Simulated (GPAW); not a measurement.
# Y L₃ ELNES/XANES of YRh (Pm-3m) from DFT, part 2 of 2

Aim: the near-edge shape at the Y L₃ edge of YRh (Pm-3m), and what the core hole does to it.

GPAW 26.7.0; X-ray absorption from dipole matrix elements to empty bands, plane-wave PAW LDA.

So far. Step 6 (Spectrum with FCH, Y atom 2): Against the first run the r.m.s. difference is 8 %. The highest intensity below 24 eV goes from 1.0 eV (3.04) to 1.2 eV (3.09). Step 7 (Spectrum with HCH, Y atom 2): Against the first run the r.m.s. difference is 32 %. A shift of +0.8 eV leaves 15 %. The highest intensity below 24 eV goes from 1.0 eV (3.04) to 1.8 eV (2.30).

**9. Spectrum with XCH, Y atom 2**

A test of how far the result depends on this setting.

Changed against the first core-hole run: cutoff (eV) to 600.

Input file xas.py:

```python
import numpy as np
from ase import Atoms
from ase.parallel import parprint, paropen
from gpaw import GPAW, PW, FermiDirac, Mixer, MixerDif, setup_paths
from gpaw.test import gen
setup_paths.insert(0, '.')
gen('Y', name='fch2p', xcname='LDA', corehole=(2, 1, 1), write_xml=True)
from gpaw.mpi import world
world.barrier()

atoms = Atoms('Rh4Y4',
    cell=[[3.407, 3.407, 3.407],
     [-3.407, 3.407, -3.407],
     [-3.407, -3.407, 3.407]],
    scaled_positions=[[0, 0, 0],
     [0, 0.5, 0.5],
     [0.5, 0, 0.5],
     [0.5, 0.5, 0],
     [0.5, 0, 0],
     [0.5, 0.5, 0.5],
     [0, 0, 0.5],
     [0, 0.5, 0]],
    pbc=True)
atoms.calc = calc = GPAW(legacy_gpaw=True, mode=PW(600, force_complex_dtype=True), xc='LDA', setups={4: 'fch2p'},
    kpts={'size': (5, 5, 5), 'gamma': True}, occupations=FermiDirac(0.1),
    charge=-1, mixer=Mixer(0.1, 5, 50), maxiter=150,
    convergence={'density': 0.0001, 'eigenstates': 1e-6}, txt='scf.txt')
energy = atoms.get_potential_energy() + calc.get_reference_energy()
ef = calc.get_fermi_level()
out = dict(energy=energy, fermi=ef, forces=atoms.get_forces().tolist())
parprint(f'all-electron energy {energy:.4f} eV, Fermi level {ef:.4f} eV')
ev = np.array([[calc.get_eigenvalues(k, s) for k in range(len(calc.get_ibz_k_points()))] for s in range(calc.get_number_of_spins())])
out['homo'], out['lumo'], out['counts'] = ev[ev < ef].max(), ev[ev > ef].min(), sorted(set((ev < ef).sum((0, 2)).tolist()))
out['filled'] = (ev[:, 0] < ef).sum(1).tolist()

from ase.units import Ha
from gpaw.xas import dipole_matrix_elements
nb = int(calc.get_number_of_electrons() / 2) + 137
top, nb = nb, nb + 8 + nb // 12
nscf = calc.fixed_density(kpts={'size': (6, 6, 6), 'gamma': True}, nbands=nb,
    convergence={'bands': top, 'eigenstates': 5e-3}, maxiter=60, txt='nscf.txt')
cell = atoms.cell.array
ops = [cell.T @ U.T @ np.linalg.inv(cell.T) for U in nscf.wfs.kd.symmetry.op_scc]
E = np.arange(-6, 34, 0.1)
fwhm = np.interp(E, [4, 25], [1.5, 3.5])
Y, X, zero, highest = 0, 0, 1e9, 1e9
for spin in range(nscf.get_number_of_spins()):
    wfs = nscf.wfs
    mine = wfs.bd.get_slice()  # this rank's bands
    A = dipole_matrix_elements(wfs.setups[4])
    eps = np.zeros((wfs.kd.nibzkpts, nb))
    d = np.zeros((3, A.shape[1], wfs.kd.nibzkpts, nb), complex)
    for kpt in wfs.kpt_u:
        if kpt.s == spin and 4 in kpt.P_ani:
            eps[kpt.k, mine] = kpt.eps_n * Ha
            d[:, :, kpt.k, mine] = (kpt.weight * wfs.nspins / 2) ** 0.5 * np.inner(A, kpt.P_ani[4])
    world.sum(eps)
    world.sum(d)
    T = np.einsum('amkn,bmkn->abkn', d, d.conj()).real
    T = sum(np.einsum('ai,ijkn,bj->abkn', R, T, R) for R in ops) / len(ops)
    empty = eps > ef
    zero, highest = min(zero, eps[empty].min()), min(highest, eps[:, top - 1].min())
    lines = [(eps, T, empty)] if spin == 0 else lines + [(eps, T, empty)]
for eps, T, empty in lines:
    f = np.einsum('aakn->akn', T).reshape(3, -1)
    x = eps.ravel() - zero
    w = np.interp(x, E, fwhm) / 2.35482
    g = np.exp(-0.5 * ((E[:, None] - x) / w) ** 2) / (w * (2 * np.pi) ** 0.5)
    Y = Y + (f * empty.ravel()) @ g.T
    X = X + (f * ~empty.ravel()) @ g.T
out.update(E=E.round(2).tolist(), xas=Y.tolist(), xes=X.tolist(), zero=zero, valid=highest - zero, nk=len(eps), nb=nb)
for i in range(0, len(E), 10):
    parprint(f'{E[i]:7.2f}', *(f'{v:10.3e}' for v in Y[:, i]))
import json
with paropen('out.json', 'w') as f:
    json.dump(out, f)
```

Run with:

```console
$ OMP_NUM_THREADS=1 mpirun -n 4 gpaw python xas.py
```

Wall time 2.7 min (4 MPI ranks of Intel Xeon Platinum 8488C (Sapphire Rapids), shared host); peak memory 0.61 GiB; 11 min of CPU time.

```csv
E (eV),first run,this run
-2.0,0.00,0.00
-1.0,0.11,0.11
0.0,1.32,1.32
1.0,3.04,3.04
2.0,2.01,2.01
3.0,1.74,1.74
4.0,2.03,2.03
5.0,1.25,1.25
6.0,0.83,0.83
7.0,0.68,0.68
8.0,0.49,0.49
9.0,0.56,0.56
10.0,0.72,0.72
11.0,0.85,0.85
12.0,0.82,0.82
13.0,0.65,0.65
14.0,0.49,0.49
15.0,0.41,0.41
16.0,0.44,0.44
17.0,0.56,0.56
18.0,0.65,0.65
19.0,0.63,0.63
20.0,0.56,0.56
21.0,0.52,0.52
22.0,0.51,0.51
23.0,0.49,0.49
24.0,0.50,0.50
25.0,0.54,0.54
26.0,0.56,0.56
27.0,0.56,0.56
28.0,0.56,0.56
29.0,0.58,0.58
30.0,0.56,0.56
31.0,0.50,0.50
32.0,0.45,0.45
```

The scaled spectrum changes by 0 % r.m.s. The highest intensity below 24 eV stays at 1.0 eV.

The photon energy of the zero moves by -0.01 eV.

**10. What the core hole does**

Both curves are counted from their own zero, so only the shift of weight within the empty states shows.

```csv
E (eV),no hole,XCH
-2.0,0.00,0.00
-1.0,0.02,0.11
0.0,0.21,1.32
1.0,0.79,3.04
2.0,1.49,2.01
3.0,1.58,1.74
4.0,1.49,2.03
5.0,2.03,1.25
6.0,1.53,0.83
7.0,1.26,0.68
8.0,0.94,0.49
9.0,0.69,0.56
10.0,0.79,0.72
11.0,0.92,0.85
12.0,1.02,0.82
13.0,0.98,0.65
14.0,0.77,0.49
15.0,0.54,0.41
16.0,0.48,0.44
17.0,0.58,0.56
18.0,0.73,0.65
19.0,0.78,0.63
20.0,0.72,0.56
21.0,0.64,0.52
22.0,0.60,0.51
23.0,0.57,0.49
24.0,0.54,0.50
25.0,0.57,0.54
26.0,0.63,0.56
27.0,0.66,0.56
28.0,0.67,0.56
29.0,0.68,0.58
30.0,0.69,0.56
31.0,0.65,0.50
32.0,0.58,0.45
```

With each curve scaled to its own mean, the area from −2 to 6 eV with the hole is 11.9 against 8.4, and the centre of weight from −1 to 20 eV moves by -1.8 eV: the hole pulls the absorber's empty states down.

**11. Outcome**

| Item | Value |
| --- | --- |
| absorber and edge | Y L₃, atom 2 of the ground-state input (counted from 1) |
| surroundings | 8 Rh at 2.95 Å and 6 Y at 3.41 Å (cube and octahedron, as in bcc, site symmetry m-3m) |
| highest intensity below 24 eV | 1.0 eV above the zero, height 3.04 |

The Y L₃ edge of atom 2, with 8 Rh at 2.95 Å and 6 Y at 3.41 Å (cube and octahedron, as in bcc, site symmetry m-3m), has its highest intensity of the first 24 eV at 1.0 eV above the zero, 3.0 times the mean level of the first 20 eV (Gaussian full width 1.5 eV up to 4 eV, rising linearly to 3.5 eV at 25 eV). With each curve scaled to its own mean, the area from −2 to 6 eV with the hole is 11.9 against 8.4, and the centre of weight from −1 to 20 eV moves by -1.8 eV: the hole pulls the absorber's empty states down. Changing the core hole to FCH alters the shape by 8 % r.m.s., a modest effect on the whole. Changing the core hole from full to half alters the shape by 32 % r.m.s., so the choice matters here. Changing the cutoff (eV) to 600 alters the shape by 0 % r.m.s., so this setting is converged. Only the L₃ part is meant: spin–orbit coupling of the core level isn't computed and the L₂ copy isn't added. The holes are only 5.9 Å apart, so the shape is probably not converged with cell size; no larger cell was run here. The structure is a published determination, not relaxed.

[Logs are printed without paths, hosts, clocks, repeated set-up lines and the standing remarks that a program may print on its own settings, such as how far it seeks lower states.]

[Hosts, paths, dates, database ids (printed as entryN), source tags and the programs' standing remarks are cut or masked in the printed files.]

[Lists of maxima count a maximum above −3 eV only where it reaches 4 % of the highest in the window and stands out from its surroundings by 2 % of it (1.5 % where it reaches 55 %); shoulders and weaker maxima are passed over, and of the rest the first, up to two pre-edge ones and the few strongest are named.]
